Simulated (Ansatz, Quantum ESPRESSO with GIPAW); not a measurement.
# Assigning the 39K lines of K3YF6

The values are calculated: DFT, PBEsol, plane-wave PAW (pslibrary 1.0.0 recipes), scalar-relativistic, GIPAW shieldings (Quantum ESPRESSO with GIPAW, a patched development version). Shieldings are without the macroscopic shape term, which is common to all sites.

```
CELL_PARAMETERS angstrom
0.00000 4.71811 4.71811
4.71811 0.00000 4.71811
4.71811 4.71811 0.00000
ATOMIC_POSITIONS crystal
Y 0.00000 0.00000 0.00000
K 0.50000 0.50000 0.50000
K 0.25000 0.25000 0.25000
K 0.75000 0.75000 0.75000
F 0.77083 0.77083 0.22917
F 0.77083 0.22917 0.77083
F 0.22917 0.77083 0.22917
F 0.22917 0.77083 0.77083
F 0.22917 0.22917 0.77083
F 0.77083 0.22917 0.22917
```

The cell is a computed entry of the Materials Project; it need not be the form that is stable at ambient conditions. The coordinates shown are those after relaxation (atoms relaxed).

The K sites:

```csv
site,atom no.,atoms in cell,site symmetry,surroundings,bonds (Å)
K(1),2,1,m-3m,KF6,2.556
K(2),3,2,-43m,KF12,3.342
```

The lines, in order of position:

```csv
line,σ_iso (ppm),relative area,span (ppm),skew
A,1273.3,2,0.0,-
B,1175.4,1,0.0,-
```

Simulated spectrum: 39K fast MAS, 9.4 T (18.7 MHz), lines broadened by 3 ppm; the axis counts ppm from the isotropic position of the most shielded site, as −Δσ; rigid lattice, with dipolar and J couplings and satellite transitions left out.

| offset (ppm) | intensity |
| --- | --- |
| 113.8 | 0.00 |
| 109.8 | 0.00 |
| 105.7 | 0.00 |
| 101.7 | 0.02 |
| 98.0 | 0.50 |
| 94.0 | 0.02 |
| 89.9 | 0.00 |
| 86.2 | 0.00 |
| 82.2 | 0.00 |
| 78.2 | 0.00 |
| 74.5 | 0.00 |
| 70.4 | 0.00 |
| 66.4 | 0.00 |
| 62.4 | 0.00 |
| 58.7 | 0.00 |
| 54.7 | 0.00 |
| 50.6 | 0.00 |
| 46.9 | 0.00 |
| 42.9 | 0.00 |
| 38.9 | 0.00 |
| 35.2 | 0.00 |
| 31.1 | 0.00 |
| 27.1 | 0.00 |
| 23.1 | 0.00 |
| 19.4 | 0.00 |
| 15.3 | 0.00 |
| 11.3 | 0.00 |
| 7.6 | 0.01 |
| 3.6 | 0.05 |
| -0.1 | 1.00 |
| -0.4 | 0.94 |
| -4.2 | 0.03 |
| -8.2 | 0.01 |
| -12.2 | 0.00 |
| -15.9 | 0.00 |

Most prominent maxima (ppm: height): 98.0: 0.50, -0.1: 1.00.

Assign each line to a crystallographic site.

The calculated assignment is A is K(2) (KF12); B is K(1) (KF6). The areas settle A and B, whose multiplicities are unique.

[Banner, clock, file and message-heading lines were taken out of the pw.x and gipaw.x logs.]

[Logs are printed without paths, hosts, clocks, repeated set-up lines and the standing remarks that a program may print on its own settings, such as how far it seeks lower states.]

[Hosts, paths, dates, database ids (printed as entryN), source tags and the programs' standing remarks are cut or masked in the printed files.]
